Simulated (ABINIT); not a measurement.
# Beyond one shot: Be3N2 (R3m), part 2 of 3

Wanted: G0W0 and self-consistent gaps of Be3N2 (R3m), with the cost of the cycles.

ABINIT 10.8.3; LDA and many-body steps on it, plane waves. Known limits of the many-body steps: not at the basis limit.

So far. Step 4 (G0W0): The gap on the mesh goes from 2.73 eV to 4.20 eV, a correction of +1.47 eV. Step 5 (evGW0, cycle 1): Against G0W0 in ABINIT (6×6×6 mesh, 74 bands, screening to 130.6 eV, Godby-Needs plasmon pole), the gap moves by +0.308 eV. This first cycle still uses the starting levels; it takes the full correction, at all points of the mesh, and its linearised value is 4.204 eV.

### Step 6. evGW0, cycle 2

Level of this step: evGW0 on LDA, plane waves, norm-conserving pseudopotentials (ABINIT).

The corrected levels of the last cycle go back in.

run.abi reads:

```
acell 3*1.0 Angstrom
rprim 
  1.419805055509 0.819724830995 4.866215662800
  -1.419805055509 0.819724830995 4.866215662800
  -0.000000000000 -1.639449661990 4.866215662800
ntypat 2
znucl 4 7
natom 5
typat 1 1 1 2 2
xred 
  0.859001080000 0.859001080000 0.859001080000
  0.317694560000 0.317694560000 0.317694560000
  0.088806770000 0.088806770000 0.088806770000
  0.204162680000 0.204162680000 0.204162680000
  0.708434910000 0.708434910000 0.708434910000
pp_dirpath "pseudos"
pseudos "Be.upf, N.upf"
ecut 38
ngkpt 6 6 6
nshiftk 1
shiftk 0 0 0
kptopt 1
chksymbreak 0
istwfk *1
occopt 1
irdwfk 1
optdriver 4
nband 74
gwcalctyp 10
ecutsigx 38
symsigma 1
nkptgw 32
kptgw 
  0.0000000000 0.0000000000 0.0000000000
  0.1666666667 0.0000000000 0.0000000000
  0.3333333333 0.0000000000 0.0000000000
  0.5000000000 0.0000000000 0.0000000000
  0.1666666667 0.1666666667 0.0000000000
  0.3333333333 0.1666666667 0.0000000000
  0.5000000000 0.1666666667 0.0000000000
  -0.3333333333 0.1666666667 0.0000000000
  -0.1666666667 0.1666666667 0.0000000000
  0.3333333333 0.3333333333 0.0000000000
  0.5000000000 0.3333333333 0.0000000000
  -0.3333333333 0.3333333333 0.0000000000
  0.5000000000 0.5000000000 0.0000000000
  0.1666666667 0.1666666667 0.1666666667
  0.3333333333 0.1666666667 0.1666666667
  0.5000000000 0.1666666667 0.1666666667
  -0.3333333333 0.1666666667 0.1666666667
  -0.1666666667 0.1666666667 0.1666666667
  0.3333333333 0.3333333333 0.1666666667
  0.5000000000 0.3333333333 0.1666666667
  -0.3333333333 0.3333333333 0.1666666667
  -0.1666666667 0.3333333333 0.1666666667
  0.5000000000 0.5000000000 0.1666666667
  -0.3333333333 0.5000000000 0.1666666667
  -0.1666666667 0.5000000000 0.1666666667
  -0.3333333333 -0.3333333333 0.1666666667
  0.3333333333 0.3333333333 0.3333333333
  0.5000000000 0.3333333333 0.3333333333
  -0.3333333333 0.3333333333 0.3333333333
  0.5000000000 0.5000000000 0.3333333333
  -0.3333333333 0.5000000000 0.3333333333
  0.5000000000 0.5000000000 0.5000000000
bdgw 
  6 15
  6 15
  6 15
  6 15
  6 15
  6 15
  6 15
  6 15
  6 15
  6 15
  6 15
  6 15
  6 15
  6 15
  6 15
  6 15
  6 15
  6 15
  6 15
  6 15
  6 15
  6 15
  6 15
  6 15
  6 15
  6 15
  6 15
  6 15
  6 15
  6 15
  6 15
  6 15
ecuteps 4.8
irdscr 1
ppmodel 1
irdqps 1
indata_prefix "in"
outdata_prefix "out"
tmpdata_prefix "tmp"
```

The run is started by

```sh
OMP_NUM_THREADS=1 mpirun -n 4 abinit run.abi > log
```

Log:

```text
.Version 10.8.3 of ABINIT. v10.8.2 released Aug 2026.

 Symmetries : space group R3 m (#160); Bravais hR (rhombohedral)
[... echo of the input left out ...]
== DATASET  1 ==================================================================
-   mpi_nproc: 4, omp_nthreads: 1 (-1 if OMP is not activated)

--- !DatasetInfo
iteration_state: {dtset: 1, }
dimensions: {natom: 5, nkpt: 32, mband: 74, nsppol: 1, nspinor: 1, nspden: 1, mpw: 2589, }
cutoff_energies: {ecut:  38.0, pawecutdg:  -1.0, }
[...]
.  kptgw no:  3; Maximum DeltaE = (   0.040  -0.000) for band index:  9
[...]
.  kptgw no: 31; Maximum DeltaE = (   0.049   0.000) for band index: 10
.  kptgw no: 32; Maximum DeltaE = (   0.020   0.000) for band index:  8

== END DATASET(S) ==============================================================
================================================================================

 -outvars: echo values of variables after computation  --------
           etotal      0.0000000000E+00
            nband          74
             nkpt          32
          spgroup         160
 [... the other variables as echoed above ...]

 Calculation completed.
```

Run time: 21 min. Hardware: 4 MPI ranks of Arm Neoverse V1, shared host; peak memory 4.6 GiB; 85 min of CPU time.

This step gave:

| Quantity | Value |
| --- | --- |
| quasiparticle gap on the mesh | 4.418 eV |
| gap of the density functional on the mesh | 2.731 eV |
| k of the valence top | 0, 0, 0 |
| k of the conduction bottom | 0.5, 0.5, 0 |
| least direct quasiparticle gap on the computed points | 5.509 eV |

Against the cycle before, the gap moves by −0.094 eV.

### Step 7. evGW0, cycle 3

run.abi is that of step 6.

Log:

```text
.Version 10.8.3 of ABINIT. v10.8.2 released Aug 2026.

 Symmetries : space group R3 m (#160); Bravais hR (rhombohedral)
[... echo of the input left out ...]
== DATASET  1 ==================================================================
-   mpi_nproc: 4, omp_nthreads: 1 (-1 if OMP is not activated)

--- !DatasetInfo
iteration_state: {dtset: 1, }
dimensions: {natom: 5, nkpt: 32, mband: 74, nsppol: 1, nspinor: 1, nspden: 1, mpw: 2589, }
cutoff_energies: {ecut:  38.0, pawecutdg:  -1.0, }
[...]
.  kptgw no:  3; Maximum DeltaE = (  -0.001  -0.000) for band index:  9
[...]
.  kptgw no: 31; Maximum DeltaE = (  -0.002   0.000) for band index: 10
.  kptgw no: 32; Maximum DeltaE = (   0.002   0.000) for band index:  8

== END DATASET(S) ==============================================================
================================================================================

 -outvars: echo values of variables after computation  --------
           etotal      0.0000000000E+00
            nband          74
             nkpt          32
          spgroup         160
 [... the other variables as echoed above ...]

 Calculation completed.
```

Wall time 22 min (4 MPI ranks); peak memory 4.6 GiB; 86 min of CPU time.

This step gave:

```yaml
quasiparticle_gap_on_the_mesh: 4.417 eV
gap_of_the_density_functional_on_the_mesh: 2.731 eV
k_of_the_valence_top: 0, 0, 0
k_of_the_conduction_bottom: 0.5, 0.5, 0
least_direct_quasiparticle_gap_on_the_computed_points: 5.511 eV
```

Against the cycle before, the gap moves by −0.001 eV.

### Step 8. Screening, 6×6×6 mesh, 74 bands, screening to 130.6 eV

This step: RPA screening on LDA, plane waves, norm-conserving pseudopotentials.

run.abi reads:

```
acell 3*1.0 Angstrom
rprim 
  1.419805055509 0.819724830995 4.866215662800
  -1.419805055509 0.819724830995 4.866215662800
  -0.000000000000 -1.639449661990 4.866215662800
ntypat 2
znucl 4 7
natom 5
typat 1 1 1 2 2
xred 
  0.859001080000 0.859001080000 0.859001080000
  0.317694560000 0.317694560000 0.317694560000
  0.088806770000 0.088806770000 0.088806770000
  0.204162680000 0.204162680000 0.204162680000
  0.708434910000 0.708434910000 0.708434910000
pp_dirpath "pseudos"
pseudos "Be.upf, N.upf"
ecut 38
ngkpt 6 6 6
nshiftk 1
shiftk 0 0 0
kptopt 1
chksymbreak 0
istwfk *1
occopt 1
irdwfk 1
optdriver 3
nband 74
ecuteps 4.8
inclvkb 2
awtr 1
symchi 1
gwcalctyp 10
mbpt_sciss 2.052 eV
nqptdm 1
qptdm 
  0 0 0
indata_prefix "in"
outdata_prefix "out"
tmpdata_prefix "tmp"
```

Log:

```text
.Version 10.8.3 of ABINIT. v10.8.2 released Aug 2026.

 Symmetries : space group R3 m (#160); Bravais hR (rhombohedral)
[... echo of the input left out ...]
== DATASET  1 ==================================================================
-   mpi_nproc: 4, omp_nthreads: 1 (-1 if OMP is not activated)

--- !DatasetInfo
iteration_state: {dtset: 1, }
dimensions: {natom: 5, nkpt: 32, mband: 74, nsppol: 1, nspinor: 1, nspden: 1, mpw: 2589, }
cutoff_energies: {ecut:  38.0, pawecutdg:  -1.0, }
electrons: {nelect:   2.20000000E+01, charge:   0.00000000E+00, occopt:   1.00000000E+00, tsmear:   1.00000000E-02, }

 SCREENING: Calculation of the susceptibility and dielectric matrices

 Based on a program developped by R.W. Godby, V. Olevano, G. Onida, and L. Reining.
 Incorporated in ABINIT by V. Olevano, G.-M. Rignanese, and M. Torrent.
.Using double precision arithmetic ; gwpc =  8

[... cell and pseudopotentials left out ...]
--------------------------------------------------------------------------------

 ==== K-mesh for the wavefunctions ====
 Number of points in the irreducible wedge :    32
[... list of points left out ...]
 Together with  6 symmetry operations and time-reversal symmetry
 yields   216 points in the full Brillouin Zone.

 ==== Q-mesh for the screening function ====
 Number of points in the irreducible wedge :    32
[... list of points left out ...]
 Together with  6 symmetry operations and time-reversal symmetry
 yields   216 points in the full Brillouin Zone.

 setmesh: FFT mesh size selected  =    36x   36x   36
          total number of points  =        46656

 vcoul_init : cutoff-mode = AUXILIARY_FUNCTION
 q-points for optical limit:   1
     1)      0.000010    0.000020    0.000030

 Dielectric matrix will be calculated only for some
 selected q points provided by the user through the input variables
 nqptdm and qptdm

- screening: taking advantage of time-reversal symmetry
- Maximum band index for partially occupied states nbvw = 11
- Remaining bands to be divided among processors   nbcw = 63
- Number of bands treated by each node ~15

 rdqps: reading QP wavefunctions of the previous step
        looking for file in_QPS
 file not found, 1st iteration initialized with KS eigenelements

 screening : performing a first self-consistency
 update of the energies in W by a scissor operator
 applying a scissor operator of [eV] :   2.052

 Number of electrons calculated from density =   22.0000; Expected =   22.0000
 average of density, n =  0.095937
 r_s =    1.3551
 omega_plasma =   29.8778 [eV]

 calculating chi0 at frequencies [eV] :
  1    0.000000E+00    0.000000E+00
  2    0.000000E+00    2.987782E+01

--------------------------------------------------------------------------------
  q-point number  1        q = ( 0.000000, 0.000000, 0.000000) [r.l.u.]
--------------------------------------------------------------------------------
[... chi0 elements left out ...]
 For q-point:  0.000010 0.000020 0.000030
  dielectric constant =   3.9534
  dielectric constant without local fields =   4.2488

  Average fulfillment of the sum rule on Im[epsilon] for q-point    1 :     73.86  [%]
[... wings left out ...]
== END DATASET(S) ==============================================================
================================================================================

 -outvars: echo values of variables after computation  --------
           etotal      0.0000000000E+00
            nband          74
             nkpt          32
          spgroup         160
 [... the other variables as echoed above ...]

 Calculation completed.
```

Run time: 12 s. Hardware: 4 MPI ranks; peak memory 3 GiB; 49 s of CPU time.

Numbers from this step:

```yaml
eps_infinity_with_local_fields_on_this_mesh_along_the_program_s_q_direction: 3.953
the_same_without_local_fields: 4.249
plasma_frequency: 29.88 eV
plane_waves_in_the_screening_matrix: 111
```

This screening uses the functional's bands under a rigid shift, the mean opening of the cycle before.

### Step 9. Screening, 6×6×6 mesh, 74 bands, screening to 130.6 eV

This step: RPA screening on LDA from quasiparticle energies, plane waves, norm-conserving pseudopotentials.

run.abi, as its differences from that of step 8:

```diff
@@ -32,7 +32,37 @@
 symchi 1
+irdqps 1
 gwcalctyp 10
-mbpt_sciss 2.052 eV
-nqptdm 1
+nqptdm 31
 qptdm 
-  0 0 0
+  0.1666666667 0.0000000000 0.0000000000
+  0.3333333333 0.0000000000 0.0000000000
+  0.5000000000 0.0000000000 0.0000000000
+  0.1666666667 0.1666666667 0.0000000000
+  0.3333333333 0.1666666667 0.0000000000
+  0.5000000000 0.1666666667 0.0000000000
+  -0.3333333333 0.1666666667 0.0000000000
+  -0.1666666667 0.1666666667 0.0000000000
+  0.3333333333 0.3333333333 0.0000000000
+  0.5000000000 0.3333333333 0.0000000000
+  -0.3333333333 0.3333333333 0.0000000000
+  0.5000000000 0.5000000000 0.0000000000
+  0.1666666667 0.1666666667 0.1666666667
+  0.3333333333 0.1666666667 0.1666666667
+  0.5000000000 0.1666666667 0.1666666667
+  -0.3333333333 0.1666666667 0.1666666667
+  -0.1666666667 0.1666666667 0.1666666667
+  0.3333333333 0.3333333333 0.1666666667
+  0.5000000000 0.3333333333 0.1666666667
+  -0.3333333333 0.3333333333 0.1666666667
+  -0.1666666667 0.3333333333 0.1666666667
+  0.5000000000 0.5000000000 0.1666666667
+  -0.3333333333 0.5000000000 0.1666666667
+  -0.1666666667 0.5000000000 0.1666666667
+  -0.3333333333 -0.3333333333 0.1666666667
+  0.3333333333 0.3333333333 0.3333333333
+  0.5000000000 0.3333333333 0.3333333333
+  -0.3333333333 0.3333333333 0.3333333333
+  0.5000000000 0.5000000000 0.3333333333
+  -0.3333333333 0.5000000000 0.3333333333
+  0.5000000000 0.5000000000 0.5000000000
 indata_prefix "in"
```

mrgscr.stdin reads:

```
2
merged
q0_SCR
out_SCR
1
```

The run is started by

```sh
OMP_NUM_THREADS=1 mpirun -n 4 abinit run.abi > log; mrgscr < mrgscr.stdin
```

Log:

```text
.Version 10.8.3 of ABINIT. v10.8.2 released Aug 2026.

 Symmetries : space group R3 m (#160); Bravais hR (rhombohedral)
[... echo of the input left out ...]
== DATASET  1 ==================================================================
-   mpi_nproc: 4, omp_nthreads: 1 (-1 if OMP is not activated)

--- !DatasetInfo
iteration_state: {dtset: 1, }
dimensions: {natom: 5, nkpt: 32, mband: 74, nsppol: 1, nspinor: 1, nspden: 1, mpw: 2589, }
cutoff_energies: {ecut:  38.0, pawecutdg:  -1.0, }
[...]
q-point number  1        q = ( 0.166667, 0.000000, 0.000000) [r.l.u.]
--------------------------------------------------------------------------------
[... chi0 elements left out ...]
  Average fulfillment of the sum rule on Im[epsilon] for q-point    2 :     86.40  [%]

--------------------------------------------------------------------------------
  q-point number  2        q = ( 0.333333, 0.000000, 0.000000) [r.l.u.]
--------------------------------------------------------------------------------
[... chi0 elements left out ...]
  Average fulfillment of the sum rule on Im[epsilon] for q-point    3 :     78.04  [%]

 [... 29 further q-points ...]
```

It took 9.6 min on 4 MPI ranks; peak memory 3 GiB; 38 min of CPU time.

This step gave:

- plasma frequency: 29.88 eV
- plane waves in the screening matrix: 111

This screening reads the quasiparticle levels of the cycle before.

### Step 10. evGW, cycle 1

This step: evGW on LDA, plane waves, norm-conserving pseudopotentials.

run.abi, as its differences from that of step 9:

```diff
@@ -26,12 +26,10 @@
 irdwfk 1
-optdriver 3
+optdriver 4
 nband 74
-ecuteps 4.8
-inclvkb 2
-awtr 1
-symchi 1
-irdqps 1
 gwcalctyp 10
-nqptdm 31
-qptdm 
+ecutsigx 38
+symsigma 1
+nkptgw 32
+kptgw 
+  0.0000000000 0.0000000000 0.0000000000
   0.1666666667 0.0000000000 0.0000000000
@@ -67,2 +65,39 @@
   0.5000000000 0.5000000000 0.5000000000
+bdgw 
+  6 15
+  6 15
+  6 15
+  6 15
+  6 15
+  6 15
+  6 15
+  6 15
+  6 15
+  6 15
+  6 15
+  6 15
+  6 15
+  6 15
+  6 15
+  6 15
+  6 15
+  6 15
+  6 15
+  6 15
+  6 15
+  6 15
+  6 15
+  6 15
+  6 15
+  6 15
+  6 15
+  6 15
+  6 15
+  6 15
+  6 15
+  6 15
+ecuteps 4.8
+irdscr 1
+ppmodel 1
+irdqps 1
 indata_prefix "in"
```

The run is started by

```sh
OMP_NUM_THREADS=1 mpirun -n 4 abinit run.abi > log
```

Log:

```text
.Version 10.8.3 of ABINIT. v10.8.2 released Aug 2026.

 Symmetries : space group R3 m (#160); Bravais hR (rhombohedral)
[... echo of the input left out ...]
== DATASET  1 ==================================================================
-   mpi_nproc: 4, omp_nthreads: 1 (-1 if OMP is not activated)

--- !DatasetInfo
iteration_state: {dtset: 1, }
dimensions: {natom: 5, nkpt: 32, mband: 74, nsppol: 1, nspinor: 1, nspden: 1, mpw: 2589, }
cutoff_energies: {ecut:  38.0, pawecutdg:  -1.0, }
[...]
.  kptgw no:  3; Maximum DeltaE = (  -0.141   0.000) for band index:  1
[...]
.  kptgw no: 31; Maximum DeltaE = (  -0.145   0.000) for band index:  1
.  kptgw no: 32; Maximum DeltaE = (  -0.152   0.000) for band index:  1

== END DATASET(S) ==============================================================
================================================================================

 -outvars: echo values of variables after computation  --------
           etotal      0.0000000000E+00
            nband          74
             nkpt          32
          spgroup         160
 [... the other variables as echoed above ...]

 Calculation completed.
```

It took 22 min on 4 MPI ranks; peak memory 4.6 GiB; 87 min of CPU time.

Numbers from this step:

* quasiparticle gap on the mesh: 4.721 eV
* gap of the density functional on the mesh: 2.731 eV
* k of the valence top: 0, 0, 0
* k of the conduction bottom: 0.5, 0.5, 0
* least direct quasiparticle gap on the computed points: 5.82 eV

Against G0W0 in ABINIT (6×6×6 mesh, 74 bands, screening to 130.6 eV, Godby-Needs plasmon pole), the gap moves by +0.517 eV.

### Step 11. Screening, 6×6×6 mesh, 74 bands, screening to 130.6 eV

This step: RPA screening on LDA, plane waves, norm-conserving pseudopotentials.

run.abi reads:

```
acell 3*1.0 Angstrom
rprim 
  1.419805055509 0.819724830995 4.866215662800
  -1.419805055509 0.819724830995 4.866215662800
  -0.000000000000 -1.639449661990 4.866215662800
ntypat 2
znucl 4 7
natom 5
typat 1 1 1 2 2
xred 
  0.859001080000 0.859001080000 0.859001080000
  0.317694560000 0.317694560000 0.317694560000
  0.088806770000 0.088806770000 0.088806770000
  0.204162680000 0.204162680000 0.204162680000
  0.708434910000 0.708434910000 0.708434910000
pp_dirpath "pseudos"
pseudos "Be.upf, N.upf"
ecut 38
ngkpt 6 6 6
nshiftk 1
shiftk 0 0 0
kptopt 1
chksymbreak 0
istwfk *1
occopt 1
irdwfk 1
optdriver 3
nband 74
ecuteps 4.8
inclvkb 2
awtr 1
symchi 1
gwcalctyp 10
mbpt_sciss 2.396 eV
nqptdm 1
qptdm 
  0 0 0
indata_prefix "in"
outdata_prefix "out"
tmpdata_prefix "tmp"
```

Log:

```text
.Version 10.8.3 of ABINIT. v10.8.2 released Aug 2026.

 Symmetries : space group R3 m (#160); Bravais hR (rhombohedral)
[... echo of the input left out ...]
== DATASET  1 ==================================================================
-   mpi_nproc: 4, omp_nthreads: 1 (-1 if OMP is not activated)

--- !DatasetInfo
iteration_state: {dtset: 1, }
dimensions: {natom: 5, nkpt: 32, mband: 74, nsppol: 1, nspinor: 1, nspden: 1, mpw: 2589, }
cutoff_energies: {ecut:  38.0, pawecutdg:  -1.0, }
[...]
[... chi0 elements left out ...]
 For q-point:  0.000010 0.000020 0.000030
  dielectric constant =   3.8764
  dielectric constant without local fields =   4.1591

  Average fulfillment of the sum rule on Im[epsilon] for q-point    1 :     74.58  [%]
[... wings left out ...]
== END DATASET(S) ==============================================================
================================================================================

 -outvars: echo values of variables after computation  --------
           etotal      0.0000000000E+00
            nband          74
             nkpt          32
          spgroup         160
 [... the other variables as echoed above ...]

 Calculation completed.
```

Elapsed: 12 s, on 4 MPI ranks; peak memory 2.4 GiB.

This step gave:

```
ε∞ with local fields, on this mesh, along the program's q direction : 3.876
the same without local fields                                       : 4.159
plasma frequency                                                    : 29.88 eV
plane waves in the screening matrix                                 : 111
```

This screening uses the functional's bands under a rigid shift, the mean opening of the cycle before.

(Part 2 of 3 ends here.)

[Paths, hosts, dates, memory and timing lines, banners, echoed tables and standing remarks are left out of the program output.]

[Logs are printed without paths, hosts, clocks, repeated set-up lines and the standing remarks that a program may print on its own settings, such as how far it seeks lower states.]

[Runs of the session that timed out or met a known fault of the program may be left out.]

[Hosts, paths, dates, database ids (printed as entryN), source tags and the programs' standing remarks are cut or masked in the printed files.]

[G0W0 gaps are taken among the corrected bands and points alone; a level outside them can change the order at an edge.]

[Where Ansatz stands beside ABINIT at settings called matched, ABINIT's density can come from a denser mesh and the files from another edition; pairs whose starting gaps differed by over 0.03 eV were left out, so agreement reads better than it is.]
